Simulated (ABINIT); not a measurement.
## MgS (F-43m): G0W0 with ABINIT, start to end

Wanted: ground state, empty states, screening and self-energy for MgS (F-43m).

Program: ABINIT 10.8.3. Level of theory: LDA and many-body steps on it, plane waves. Results are calculated unless marked as measured.

## 1. The starting structure

Symmetry: F-43m, No. 216, cubic system. Conventional cell: a = 5.666 Å, b = 5.666 Å, c = 5.666 Å, α = 90.00°, β = 90.00°, γ = 90.00°. Nearest to Mg lie 4 S at 2.45 Å. Nearest to S lie 4 Mg at 2.45 Å. Farther neighbours and most contacts between anions are not listed.

The cell and positions are those that the Materials Project relaxed with its own functionals (PBE, PBE+U or r2SCAN), kept fixed. This is not the form that MgS usually takes at ambient conditions.

## 2. Ground state

This step: ABINIT 10.8.3; DFT, LDA, plane waves, norm-conserving pseudopotentials.

The ground-state density comes first.

Input file run.abi:

```
acell 3*1.0 Angstrom
rprim 
  -0.000000000000 2.833120046800 2.833120046800
  2.833120046800 -0.000000000000 2.833120046800
  2.833120046800 2.833120046800 -0.000000000000
ntypat 2
znucl 12 16
natom 2
typat 1 2
xred 
  0.000000000000 0.000000000000 0.000000000000
  0.750000000000 0.750000000000 0.750000000000
pp_dirpath "pseudos"
pseudos "Mg.upf, S.upf"
ecut 38
ngkpt 6 6 6
nshiftk 1
shiftk 0 0 0
kptopt 1
chksymbreak 0
nband 13
occopt 1
tolvrs 1e-10
nstep 60
prtwf 0
optforces 0
optstress 0
indata_prefix "in"
outdata_prefix "out"
tmpdata_prefix "tmp"
```

The run is started by

```
> OMP_NUM_THREADS=1 mpirun -n 4 abinit run.abi > log
```

Numbers of over 12 decimals in the logs are rounded to 6 here.

Output:

```text
.Version 10.8.3 of ABINIT. v10.8.2 released Aug 2026.

 Symmetries : space group F-4 3 m (#216); Bravais cF (face-center cubic)
================================================================================
 Values of the parameters that define the memory need of the present run
     intxc =       0    ionmov =       0      iscf =       7    lmnmax =       6
     lnmax =       6     mgfft =      45  mpssoang =       3    mqgrid =    3001
     natom =       2  nloc_mem =       1    nspden =       1   nspinor =       1
    nsppol =       1      nsym =      24    n1xccc =    2501    ntypat =       2
    occopt =       1   xclevel =       1
-    mband =          13        mffmem =           1         mkmem =           4
       mpw =        3455          nfft =       91125          nkpt =          16
================================================================================
  Rough estimation (10% accuracy) of disk space for files :
================================================================================

--------------------------------------------------------------------------------
------------- Echo of variables that govern the present computation ------------
--------------------------------------------------------------------------------
 -outvars: echo values of preprocessed input variables --------
            acell      1.8897261259E+00  1.8897261259E+00  1.8897261259E+00 Bohr

      chksymbreak           0
             ecut      3.80000000E+01 Hartree
-          fftalg         312

              ixc       -1012
              kpt      0.00000000E+00  0.00000000E+00  0.00000000E+00
                       1.66666667E-01  0.00000000E+00  0.00000000E+00
                       3.33333333E-01  0.00000000E+00  0.00000000E+00
                       5.00000000E-01  0.00000000E+00  0.00000000E+00
                       1.66666667E-01  1.66666667E-01  0.00000000E+00
                       3.33333333E-01  1.66666667E-01  0.00000000E+00
                       5.00000000E-01  1.66666667E-01  0.00000000E+00
                      -3.33333333E-01  1.66666667E-01  0.00000000E+00
                      -1.66666667E-01  1.66666667E-01  0.00000000E+00
   [... 5 further rows ...]
                      -3.33333333E-01  3.33333333E-01  1.66666667E-01
                      -3.33333333E-01  5.00000000E-01  1.66666667E-01
         kptrlatt        6    0    0      0    6    0      0    0    6
          kptrlen      4.54286774E+01
P           mkmem           4
            natom           2
            nband          13
            ngfft          45      45      45
             nkpt          16
            nstep          60
             nsym          24
           ntypat           2
              occ      2.000000  2.000000  2.000000  2.000000  2.000000  2.000000
                       2.000000  2.000000  0.000000  0.000000  0.000000  0.000000
                       0.000000
        optforces           0
        optstress           0
            prtwf           0
            rprim     -0.0000000000E+00  2.8331200468E+00  2.8331200468E+00
[...]
spgroup         216

           tolvrs      1.00000000E-10

             xred      0.0000000000E+00  0.0000000000E+00  0.0000000000E+00
[...]
znucl       12.00000   16.00000

================================================================================

 chkinp: Checking input parameters for consistency.

================================================================================
== DATASET  1 ==================================================================
-   mpi_nproc: 4, omp_nthreads: 1 (-1 if OMP is not activated)

--- !DatasetInfo
iteration_state: {dtset: 1, }
dimensions: {natom: 2, nkpt: 16, mband: 13, nsppol: 1, nspinor: 1, nspden: 1, mpw: 3455, }
cutoff_energies: {ecut:  38.0, pawecutdg:  -1.0, }
electrons: {nelect:   1.60000000E+01, charge:   0.00000000E+00, occopt:   1.00000000E+00, tsmear:   1.00000000E-02, }

 Real(R)+Recip(G) space primitive vectors, cartesian coordinates (Bohr,Bohr^-1):
 R(1)=  0.0000000  5.3538210  5.3538210  G(1)= -0.0933912  0.0933912  0.0933912
 R(2)=  5.3538210  0.0000000  5.3538210  G(2)=  0.0933912 -0.0933912  0.0933912
 R(3)=  5.3538210  5.3538210  0.0000000  G(3)=  0.0933912  0.0933912 -0.0933912
 Unit cell volume ucvol=  3.0691741E+02 bohr^3
 Angles (23,13,12)=  6.00000000E+01  6.00000000E+01  6.00000000E+01 degrees

 getcut: wavevector=  0.0000  0.0000  0.0000  ngfft=  45  45  45
         ecut(hartree)=     38.000   => boxcut(ratio)=   2.09419

--- Pseudopotential description ------------------------------------------------
- Mg Generated using ONCVPSP code by D. R. Hamann
- 12.00000  10.00000  180309                  znucl, zion, pspdat
12 -1012 1 -1 1510                            pspcod,pspxc,lmax,lloc,mmax
     nproj     2     2     0
  pspatm : epsatm=    9.23542517
         --- l  ekb(1:nproj) -->
[...]
pspatm: atomic psp has been read  and splines computed

- S Generated using ONCVPSP code by D. R. Hamann
- 16.00000   6.00000  180309                  znucl, zion, pspdat
12 -1012 2 -1 1132                            pspcod,pspxc,lmax,lloc,mmax
     nproj     2     2     2
  pspatm : epsatm=    8.64647033
         --- l  ekb(1:nproj) -->
[...]
2   -2.858321   -0.603195
 pspatm: atomic psp has been read  and splines computed

   2.86110328E+02                                ecore*ucvol(ha*bohr**3)
--------------------------------------------------------------------------------

_setup2: Arith. and geom. avg. npw (full set) are    3431.949    3431.921

================================================================================

--- !BeginCycle
iteration_state: {dtset: 1, }
solver: {iscf: 7, nstep: 60, nline: 4, wfoptalg: 0, }
tolerances: {tolvrs: 1.00E-10, }

     iter   Etot(hartree)      deltaE(h)  residm     vres2
 ETOT  1  -70.396311550654    -7.040E+01 1.011E-01 2.069E+02
 ETOT  2  -70.440257941984    -4.395E-02 1.557E-02 1.732E+01
 ETOT  3  -70.442453506449    -2.196E-03 2.160E-03 2.767E-01
 ETOT  4  -70.442471168894    -1.766E-05 5.317E-04 8.459E-03
 ETOT  5  -70.442471434128    -2.652E-07 4.808E-04 1.079E-03
 ETOT  6  -70.442471628754    -1.946E-07 7.718E-05 3.080E-05
 ETOT  7  -70.442471629280    -5.257E-10 8.419E-05 8.962E-07
 ETOT  8  -70.442471629431    -1.516E-10 1.145E-05 9.740E-09
 ETOT  9  -70.442471629426     5.159E-12 1.740E-05 1.812E-10
 ETOT 10  -70.442471629426     5.684E-13 2.122E-06 5.488E-13

 At SCF step   10       vres2   =  5.49E-13 < tolvrs=  1.00E-10 =>converged.

--- !ResultsGS
iteration_state: {dtset: 1, }
comment   : Summary of ground state results
lattice_vectors:
- [ -0.0000000,   5.3538210,   5.3538210, ]
- [  5.3538210,  -0.0000000,   5.3538210, ]
- [  5.3538210,   5.3538210,  -0.0000000, ]
lattice_lengths: [   7.57145,    7.57145,    7.57145, ]
lattice_angles: [ 60.000,  60.000,  60.000, ] # degrees, (23, 13, 12)
lattice_volume:   3.0691741E+02
convergence: {deltae:  5.684E-13, res2:  5.488E-13, residm:  2.122E-06, diffor:  0.000E+00, }
etotal    :  -7.04424716E+01
entropy   :   0.00000000E+00
fermie    :   4.79460379E-02
cartesian_stress_tensor: null
pressure_GPa: null
xred      :
- [  0.0000E+00,   0.0000E+00,   0.0000E+00, Mg]
- [  7.5000E-01,   7.5000E-01,   7.5000E-01,  S]
cartesian_forces: null
force_length_stats: {min: null, max: null, mean: null, }

 Integrated electronic density in atomic spheres:
 ------------------------------------------------
 Atom  Sphere_radius  Integrated_density
    1        2.00000          8.32395751
    2        2.00000          3.94228617
================================================================================

 ----iterations are completed or convergence reached----

 Mean square residual over all n,k,spin=   10.529E-09; max=  21.224E-07
 reduced coordinates (array xred) for    2 atoms
       0.000000000000      0.000000000000      0.000000000000
       0.750000000000      0.750000000000      0.750000000000
 rms dE/dt=  0.0000E+00; max dE/dt=  0.0000E+00; dE/dt below (all hartree)
    1       0.000000000000      0.000000000000      0.000000000000
    2       0.000000000000      0.000000000000      0.000000000000

 cartesian coordinates (angstrom) at end:
    1      0.000000     0.000000     0.000000
    2      4.249680     4.249680     4.249680
 length scales=  1.889726125908  1.889726125908  1.889726125908 bohr
              =  1.000000000000  1.000000000000  1.000000000000 angstroms
 prteigrs : about to open file out_EIG
 Fermi (or HOMO) energy (hartree) =   0.04795   Average Vxc (hartree)=  -0.32845
 Eigenvalues (hartree) for nkpt=  16  k points:
 kpt#   1, nband= 13, wtk=  0.00463, kpt=  0.0000  0.0000  0.0000 (reduced coord)
  -2.63992   -1.44285   -1.44285   -1.44285   -0.36548    0.04795    0.04795    0.04795
   0.16427    0.33226    0.33226    0.33226    0.44110
 prteigrs : prtvol=0 or 1, do not print more k-points.

--- !EnergyTerms
iteration_state     : {dtset: 1, }
comment             : Components of total free energy in Hartree
kinetic             :  3.77096612733453E+01
hartree             :  2.54303168411525E+01
xc                  : -1.08903750417185E+01
Ewald energy        : -3.36102739744023E+01
psp_core            :  9.32206241276183E-01
local_psp           : -7.33743636135289E+01
non_local_psp       : -1.66396433555501E+01
total_energy        : -7.04424716294257E+01
total_energy_eV     : -1.91683730362986E+03
band_energy         : -1.46365449291939E+01

== END DATASET(S) ==============================================================
================================================================================

 -outvars: echo values of variables after computation  --------
           etotal     -7.0442471629E+01
            nband          13
             nkpt          16
          spgroup         216
 [... the other variables as echoed above ...]

 Calculation completed.
```

Elapsed: 9.4 s, on 4 MPI ranks of Arm Neoverse V1, shared host; peak memory 0.31 GiB; 37 s of CPU time.

Numbers from this step:

* total energy: -1916.8373 eV
* gap: 3.165 eV
* k of the valence top: 0, 0, 0
* k of the conduction bottom: 0, 0, 0
* least direct gap: 3.165 eV

The gap is direct, at Γ.

(Continued in part 2 of 3.)

[Paths, hosts, dates, memory and timing lines, banners, echoed tables and standing remarks are left out of the program output.]

[Logs are printed without paths, hosts, clocks, repeated set-up lines and the standing remarks that a program may print on its own settings, such as how far it seeks lower states.]

[Runs of the session that timed out or met a known fault of the program may be left out.]

[Hosts, paths, dates, database ids (printed as entryN), source tags and the programs' standing remarks are cut or masked in the printed files.]

[G0W0 gaps are taken among the corrected bands and points alone; a level outside them can change the order at an edge.]

[Where Ansatz stands beside ABINIT at settings called matched, ABINIT's density can come from a denser mesh and the files from another edition; pairs whose starting gaps differed by over 0.03 eV were left out, so agreement reads better than it is.]
